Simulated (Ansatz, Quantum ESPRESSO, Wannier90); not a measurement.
# straight Mo chain, spacing 2.43 Å: Wannier functions and conductance, part 4 of 6

Aim: a Wannier model and the conductance steps that follow from it, for this wire: straight Mo chain, spacing 2.43 Å.

Quantum ESPRESSO 7.5 and Wannier90 3.1.0; plane-wave DFT, LDA, GBRV ultrasoft pseudopotentials; cross-check by Ansatz 0.2.0 with PAW datasets.

So far. Step 2 (SCF with pw.x): The run needed 10 iterations to bring the estimated error under 1e-07 Ry. Step 6 (Wannier functions and transport, with dis_win_max − E_F …): The outer window must hold at least num_wann states at every k: widen it, with enough bands computed to fill it.

### Step 9. Wannier functions and transport

Level of this step: maximally localised Wannier functions and ballistic conductance; plane-wave DFT, LDA, GBRV ultrasoft pseudopotentials (Wannier90).

After disentangling and localising, transport_mode = bulk builds principal layers from hoppings within dist_cutoff and counts open channels.

The input, wan.win:

```
num_wann = 9
num_bands = 36
num_iter = 200
num_print_cycles = 20
conv_tol = 1e-8
conv_window = 5
guiding_centres = true
dis_num_iter = 1500
dis_conv_tol = 1e-8
dis_win_min = -13.1864
dis_win_max = 17.8136
dis_froz_max = -0.6864
search_shells = 120
fermi_energy = -2.1864

transport = true
transport_mode = bulk
one_dim_axis = z
dist_cutoff = 16.91
dist_cutoff_mode = one_dim
tran_win_min = -4.0
tran_win_max = 2.0
tran_energy_step = 0.02

bands_plot = true
bands_num_points = 96
begin kpoint_path
G 0.0 0.0 0.0 Z 0.0 0.0 0.5
end kpoint_path

begin projections
Mo:s;p;d
end projections

begin unit_cell_cart
ang
  8.0000000000 0.0000000000 0.0000000000
  0.0000000000 8.0000000000 0.0000000000
  0.0000000000 0.0000000000 2.4300000000
end unit_cell_cart

begin atoms_frac
  Mo 0.0000000000 0.0000000000 0.0000000000
end atoms_frac

mp_grid = 1 1 14
begin kpoints
  0.0 0.0 0.0000000000
  0.0 0.0 0.0714285714
  0.0 0.0 0.1428571429
  0.0 0.0 0.2142857143
  0.0 0.0 0.2857142857
  0.0 0.0 0.3571428571
  0.0 0.0 0.4285714286
  0.0 0.0 0.5000000000
  0.0 0.0 0.5714285714
  0.0 0.0 0.6428571429
  0.0 0.0 0.7142857143
  0.0 0.0 0.7857142857
  0.0 0.0 0.8571428571
  0.0 0.0 0.9285714286
end kpoints
```

The run is started by

```bash
$ OMP_NUM_THREADS=1 wannier90.x wan > wan.run.log
```

The log of the run:

```text
[banner, memory and clock lines left out]
+---------------------------------------------------+
             |                                                   |
             |                   WANNIER90                       |
             |                                                   |
             +---------------------------------------------------+
             |                                                   |
             |        Welcome to the Maximally-Localized         |
             |        Generalized Wannier Functions code         |
             |                             |
             |                                                   |
             |                                                   |
             |  Wannier90 Developer Group:                       |
             |    Giovanni Pizzi    (EPFL)                       |
             |    Valerio Vitale    (Cambridge)                  |
             |    David Vanderbilt  (Rutgers University)         |
             |    Nicola Marzari    (EPFL)                       |
             |    Ivo Souza         (Universidad del Pais Vasco) |
             |    Arash A. Mostofi  (Imperial College London)    |
             |    Jonathan R. Yates (University of Oxford)       |
             |                                                   |
             |  For the full list of Wannier90 3.x authors,      |
             |  please check the code documentation and the      |
             |  README on the GitHub page of the code            |
             |                                                   |
             |                                                   |
             |                                                   |
             |  [ref] "Wannier90 as a community code:            |
             |        new features and applications",            |
             |        165902 (2020).                             |
             |            |
             |                                                   |
             |  in any publications arising from the use of      |
             |                                                   |
             |  [ref] "Maximally Localized Generalised Wannier   |
             |         Functions for Composite Energy Bands"     |
             |         N. Marzari and D. Vanderbilt              |
             |         Phys. Rev. B 56 12847 (1997)              |
             |                                                   |
             |  [ref] "Maximally Localized Wannier Functions     |
             |         for Entangled Energy Bands"               |
             |         I. Souza, N. Marzari and D. Vanderbilt    |
             |         Phys. Rev. B 65 035109 (2001)             |
             |                                                   |
             |                                                   |
             | Copyright (c) 1996-2020                           |
             |        The Wannier90 Developer Group and          |
             |        individual contributors                    |
             |                                                   |
             |      Release: 3.1.0        5th March    2020      |
             |                                                   |
             | This program is free software; you can            |
             | redistribute it and/or modify it under the terms  |
             | of the GNU General Public License as published by |
             | the Free Software Foundation; either version 2 of |
             | the License, or (at your option) any later version|
             |                                                   |
             | This program is distributed in the hope that it   |
             | will be useful, but WITHOUT ANY WARRANTY; without |
             | even the implied warranty of MERCHANTABILITY or   |
             | FITNESS FOR A PARTICULAR PURPOSE. See the GNU     |
             | General Public License for more details.          |
             |                                                   |
             | You should have received a copy of the GNU General|
             | Public License along with this program; if not,   |
             | write to the Free Software Foundation, Inc.,      |
             | 675 Mass Ave, Cambridge, MA 02139, USA.           |
             |                                                   |
             +---------------------------------------------------+
             +---------------------------------------------------+

 ******************************************************************************
 * -> Using CODATA 2006 constant values                                       *
 *    (                      *
 * -> Using Bohr value from CODATA                                            *
 ******************************************************************************

 Running in serial (with parallel executable)

                                    ------
                                    SYSTEM
                                    ------

                              Lattice Vectors (Ang)
                    a_1     8.000000   0.000000   0.000000
                    a_2     0.000000   8.000000   0.000000
                    a_3     0.000000   0.000000   2.430000

                   Unit Cell Volume:     155.52000  (Ang^3)

                        Reciprocal-Space Vectors (Ang^-1)
                    b_1     0.785398   0.000000   0.000000
                    b_2     0.000000   0.785398   0.000000
                    b_3     0.000000   0.000000   2.585673

 *----------------------------------------------------------------------------*
 |   Site       Fractional Coordinate          Cartesian Coordinate (Ang)     |
 +----------------------------------------------------------------------------+
 | Mo   1   0.00000   0.00000   0.00000   |    0.00000   0.00000   0.00000    |
 *----------------------------------------------------------------------------*
                                ------------
                                K-POINT GRID
                                ------------

             Grid size =  1 x  1 x 14      Total points =   14

 *---------------------------------- MAIN ------------------------------------*
 |  Number of Wannier Functions               :                 9             |
 |  Number of Objective Wannier Functions     :                 9             |
 |  Number of input Bloch states              :                36             |
 |  Output verbosity (1=low, 5=high)          :                 1             |
[...]
Delta: O_D= -0.3692297E-01 O_OD= -0.1086304E+00 O_TOT= -0.1455534E+00 <-- DLTA
 Cycle:     40
[...]
Sum of centres and spreads (  0.232376, -0.655202,  3.647226 )    13.50264689

     40    -0.301E-01     0.4084532216       13.5026469027       3.96  <-- CONV
        O_D=      0.0511671 O_OD=      2.7265466 O_TOT=     13.5026469 <-- SPRD
 Delta: O_D=  0.1104551E-01 O_OD= -0.4114661E-01 O_TOT= -0.3010111E-01 <-- DLTA
 Cycle:     60
[...]
Sum of centres and spreads (  0.131414, -0.638912,  3.647598 )    13.29081406

     60    -0.329E-02     0.1927097071       13.2908140724       3.98  <-- CONV
        O_D=      0.0424110 O_OD=      2.5234699 O_TOT=     13.2908141 <-- SPRD
 Delta: O_D= -0.2058923E-03 O_OD= -0.3086830E-02 O_TOT= -0.3292723E-02 <-- DLTA
 Cycle:     80
[...]
Sum of centres and spreads (  0.056762, -0.643140,  3.647612 )    13.19152552

     80    -0.466E-02     0.2191452208       13.1915255316       4.00  <-- CONV
        O_D=      0.0357624 O_OD=      2.4308299 O_TOT=     13.1915255 <-- SPRD
 Delta: O_D= -0.8290714E-03 O_OD= -0.3830642E-02 O_TOT= -0.4659714E-02 <-- DLTA
 Cycle:    100
[...]
Sum of centres and spreads ( -0.007783, -0.648768,  3.647543 )    13.09427205

    100    -0.345E-02     0.1550286119       13.0942720584       4.02  <-- CONV
        O_D=      0.0351051 O_OD=      2.3342338 O_TOT=     13.0942721 <-- SPRD
 Delta: O_D=  0.6203837E-03 O_OD= -0.4074975E-02 O_TOT= -0.3454591E-02 <-- DLTA

 Writing checkpoint file wan.chk... done

 Cycle:    120
[...]
Sum of centres and spreads ( -0.030418, -0.646256,  3.647568 )    13.06174362

    120    -0.617E-03     0.0812685250       13.0617436296       4.04  <-- CONV
        O_D=      0.0337239 O_OD=      2.3030865 O_TOT=     13.0617436 <-- SPRD
 Delta: O_D=  0.2492790E-04 O_OD= -0.6423404E-03 O_TOT= -0.6174125E-03 <-- DLTA
 Cycle:    140
[...]
Sum of centres and spreads ( -0.039193, -0.645797,  3.647565 )    13.05492116

    140    -0.127E-03     0.0368403248       13.0549211688       4.06  <-- CONV
        O_D=      0.0338088 O_OD=      2.2961792 O_TOT=     13.0549212 <-- SPRD
 Delta: O_D= -0.2464867E-04 O_OD= -0.1019695E-03 O_TOT= -0.1266181E-03 <-- DLTA
 Cycle:    160
[...]
Sum of centres and spreads ( -0.042495, -0.645706,  3.647560 )    13.05358827

    160    -0.297E-04     0.0147656459       13.0535882839       4.08  <-- CONV
        O_D=      0.0339216 O_OD=      2.2947335 O_TOT=     13.0535883 <-- SPRD
 Delta: O_D= -0.5104258E-06 O_OD= -0.2914066E-04 O_TOT= -0.2965108E-04 <-- DLTA
 Cycle:    180
[...]
Sum of centres and spreads ( -0.043638, -0.645428,  3.647559 )    13.05329194

    180    -0.626E-05     0.0081186078       13.0532919523       4.10  <-- CONV
        O_D=      0.0339510 O_OD=      2.2944077 O_TOT=     13.0532920 <-- SPRD
 Delta: O_D=  0.3805796E-05 O_OD= -0.1006601E-04 O_TOT= -0.6260213E-05 <-- DLTA
 Cycle:    200
[...]
Sum of centres and spreads ( -0.044140, -0.645321,  3.647559 )    13.05320627

    200    -0.232E-05     0.0049187669       13.0532062771       4.12  <-- CONV
        O_D=      0.0339691 O_OD=      2.2943039 O_TOT=     13.0532063 <-- SPRD
 Delta: O_D=  0.1040158E-05 O_OD= -0.3359315E-05 O_TOT= -0.2319157E-05 <-- DLTA

 Writing checkpoint file wan.chk... done

 Final State
[...]
WF centre and spread    2  ( -0.029058, -0.213794,  3.645730 )     1.90225229
  WF centre and spread    3  (  0.964266, -0.020653, -0.000223 )     1.60788031
  WF centre and spread    4  (  0.048743,  1.467585,  0.000629 )     1.77560910
  WF centre and spread    5  ( -0.005980, -0.070135, -0.000780 )     1.02445004
  WF centre and spread    6  (  0.008304, -0.000300,  0.000150 )     1.07634424
  WF centre and spread    7  ( -0.001108,  0.048212,  0.000596 )     1.09132676
  WF centre and spread    8  ( -0.926101,  0.049884, -0.000174 )     1.59212530
  WF centre and spread    9  (  0.011294, -0.018899, -0.000003 )     1.14934439
  Sum of centres and spreads ( -0.044140, -0.645321,  3.647559 )    13.05320627

         Spreads (Ang^2)       Omega I      =    10.724933196
        ================       Omega D      =     0.033969135
                               Omega OD     =     2.294303946
    Final Spread (Ang^2)       Omega Total  =    13.053206277
 Time for wannierise            0.189 (sec)

 Writing checkpoint file wan.chk... done

 *---------------------------------------------------------------------------*
 |                               PLOTTING                                    |
 *---------------------------------------------------------------------------*

 Translated centres
    translation centre in fractional coordinate:  0.000000  0.000000  0.000000
  WF centre     1  ( -0.114501, -1.887220,  0.001635 )
  WF centre     2  ( -0.029058, -0.213794, -1.214270 )
  WF centre     3  (  0.964266, -0.020653, -0.000223 )
  WF centre     4  (  0.048743,  1.467585,  0.000629 )
  WF centre     5  ( -0.005980, -0.070135, -0.000780 )
  WF centre     6  (  0.008304, -0.000300,  0.000150 )
  WF centre     7  ( -0.001108,  0.048212,  0.000596 )
  WF centre     8  ( -0.926101,  0.049884, -0.000174 )
  WF centre     9  (  0.011294, -0.018899, -0.000003 )

 Calculating interpolated band-structure

 Time to calculate interpolated band structure       0.011 (sec)

 Time for plotting              0.014 (sec)

 *---------------------------------------------------------------------------*
 |                              TRANSPORT                                    |
 *---------------------------------------------------------------------------*

 Calculation of Quantum Conductance and DoS: bulk mode

 Maximum imaginary part of the real-space Hamiltonian:     0.083408

     Maximum real part of the real-space Hamiltonian at each lattice point
            Lattice point R           Max |H_ij(R)|
                  -8                     0.000000
                  -7                     0.002365
                  -6                     0.006593
                  -5                     0.005698
                  -4                     0.014456
                  -3                     0.066070
                  -2                     0.394272
                  -1                     1.950364
                   0                     4.058621
                   1                     1.950364
                   2                     0.394272
                   3                     0.066070
                   4                     0.014456
                   5                     0.005698
                   6                     0.006593
                   7                     0.002365
                   8                     0.000000

 Number of unit cells inside the principal layer:     7
 Number of Wannier Functions inside the principal layer:    63

 Calculating quantum conductance and density of states... done

 Time for transport             3.326 (sec)
 Total Execution Time           7.568 (sec)

 *===========================================================================*
 |                             TIMING INFORMATION                            |
 *===========================================================================*
 |    Tag                                                Ncalls      Time (s)|
 |---------------------------------------------------------------------------|
 |kmesh: get                                        :         1         0.017|
 |overlap: allocate                                 :         1         0.000|
 |overlap: read                                     :         1         0.085|
 |dis: main                                         :         1         3.933|
 |wann: main                                        :         1         0.189|
 |plot: main                                        :         1         0.014|
 |tran: main                                        :         1         3.326|
 *---------------------------------------------------------------------------*

 All done: wannier90 exiting
[key lines of the parts left out:]
|  Fermi energy (eV)                         :            -2.186             |
```

Run time: 8.3 s. Hardware: 1 MPI rank of Intel Xeon 6975P-C (Granite Rapids), shared host; peak memory 0.08 GiB.

Read from the output:

```
lead channels at the Fermi level, one spin                                        : 6.000
total spread                                                                      : 13.05 Å²
gauge-invariant spread                                                            : 10.72 Å²
largest misfit to plane-wave levels between mesh points, inside the frozen window : 0.01236 eV
```

Per spin. Table of quantum conductance of the perfect wire, open channels by energy, zero at the Fermi level:

| energy (eV) | quantum conductance of the perfect wire, open channels |
| --- | --- |
| -3.800 | 5.3e-7 |
| -3.600 | 1 |
| -3.400 | 1.000 |
| -3.200 | 1 |
| -3.000 | 1 |
| -2.800 | 1 |
| -2.600 | 1 |
| -2.400 | 3 |
| -2.200 | 3 |
| -2.000 | 3 |
| -1.800 | 3 |
| -1.600 | 3 |
| -1.400 | 3 |
| -1.200 | 3.00 |
| -1.020 | 4 |
| -0.800 | 4 |
| -0.600 | 4.00 |
| -0.400 | 6 |
| -0.200 | 6 |
| 0.000 | 6 |
| 0.200 | 6 |
| 0.400 | 6 |
| 0.600 | 6 |
| 0.800 | 6 |
| 1.000 | 4.00 |
| 1.200 | 4 |
| 1.400 | 4 |
| 1.600 | 4 |
| 1.800 | 4 |
| 2.000 | 4 |

Wannier functions:

| no. | x (Å) | y (Å) | z (Å) | spread (Å²) |
| --- | --- | --- | --- | --- |
| 1 | -0.1145 | -1.887 | 0.001635 | 1.834 |
| 2 | -0.02906 | -0.2138 | 3.646 | 1.902 |
| 3 | 0.9643 | -0.02065 | -2.23e-4 | 1.608 |
| 4 | 0.04874 | 1.468 | 6.29e-4 | 1.776 |
| 5 | -0.00598 | -0.07014 | -7.80e-4 | 1.024 |
| 6 | 0.008304 | -3.00e-4 | 1.50e-4 | 1.076 |
| 7 | -0.001108 | 0.04821 | 5.96e-4 | 1.091 |
| 8 | -0.9261 | 0.04988 | -1.74e-4 | 1.592 |
| 9 | 0.01129 | -0.0189 | -3.00e-6 | 1.149 |

The electronic bands at the labelled points (eV, zero at the Fermi level; # counts the bands kept):

| point | #1 | #2 | #3 | #4 | #5 | #6 |
| --- | --- | --- | --- | --- | --- | --- |
| Γ | -3.72 | -1.18 | -0.59 | -0.58 | 2.56 | 2.84 |
| halfway | -0.55 | -0.54 | 0.04 | 0.13 | 0.13 | 0.32 |
| Z | -2.46 | -2.46 | 0.98 | 0.98 | 2.25 | 6.32 |

The electronic bands as a text plot (rows in eV, shown from -3.7 to 8.0 only):

```
    7.8 |                                    *******
    7.3 |                                *******
    6.8 |                             ******
    6.3 |                         *******                    ****
    5.8 |                     ********                    ***
    5.3 |                 ********                     ***
    4.8 |           **********                        *
    4.3 |       *********                           **
    3.8 | *********                               **
    3.4 |**                                     **
    2.9 |****                                 **
    2.4 |********                           **               ****
    1.9 |       ****                       *          *******
    1.4 |           ****                ***     ******
    0.9 |               ****          **    ****  ***************
    0.4 |                   ***     **************
   -0.1 |                 ************
   -0.5 |*********************** ******
   -1.0 |***************      ***      *****
   -1.5 |                   **              *****
   -2.0 |                ***                    ********
   -2.5 |             ***                               *********
   -3.0 |         ****
   -3.5 |*********
         Γ                                                      Z
```

Bands and channels are those of the Wannier model: bands that were not projected, and all outside the frozen window, are missing or only approximate.

Disentanglement stopped at its cap on iterations, so these spreads are not final.

At least 2 of the functions sit far from every atom, off the bonds: the outer window has let in states of the vacuum, so the basis is not the atomic one that was projected.

### Step 10. Neighbour list from wannier90 -pp, with dist_cutoff = 5.35

A sensitivity test on the input.

wan_w.win is the input of step 9 with these lines changed:

```diff
@@ -18,3 +18,3 @@
 one_dim_axis = z
-dist_cutoff = 16.91
+dist_cutoff = 5.35
 dist_cutoff_mode = one_dim
```

The run is started by

```bash
$ OMP_NUM_THREADS=1 wannier90.x -pp wan_w > wan_w.pp.log
```

Wall time 0.77 s (1 MPI rank); peak memory 0.08 GiB.

### Step 11. Overlaps and projections

The follow-up step for that run.

The input, wan_w.p2w.in:

```
&inputpp
  prefix = 'nscf'
  outdir = './out'
  seedname = 'wan_w'
  write_mmn = .true.
  write_amn = .true.
  write_unk = .false.
/
```

The run is started by

```bash
$ OMP_NUM_THREADS=1 mpirun -n 4 pw2wannier90.x -in wan_w.p2w.in > wan_w.p2w.out
```

Wall time 3 s (4 MPI ranks); peak memory 0.21 GiB; 11 s of CPU time.

(Continued in part 5 of 6.)

[Logs are printed without paths, hosts, clocks, repeated set-up lines and the standing remarks that a program may print on its own settings, such as how far it seeks lower states.]

[Hosts, paths, dates, database ids (printed as entryN), source tags and the programs' standing remarks are cut or masked in the printed files.]

[Maps of the electrostatic potential energy from Ansatz leave out the sawtooth potential of an applied field or a dipole correction, so their vacuum need not be flat; planar profiles and work functions include it.]
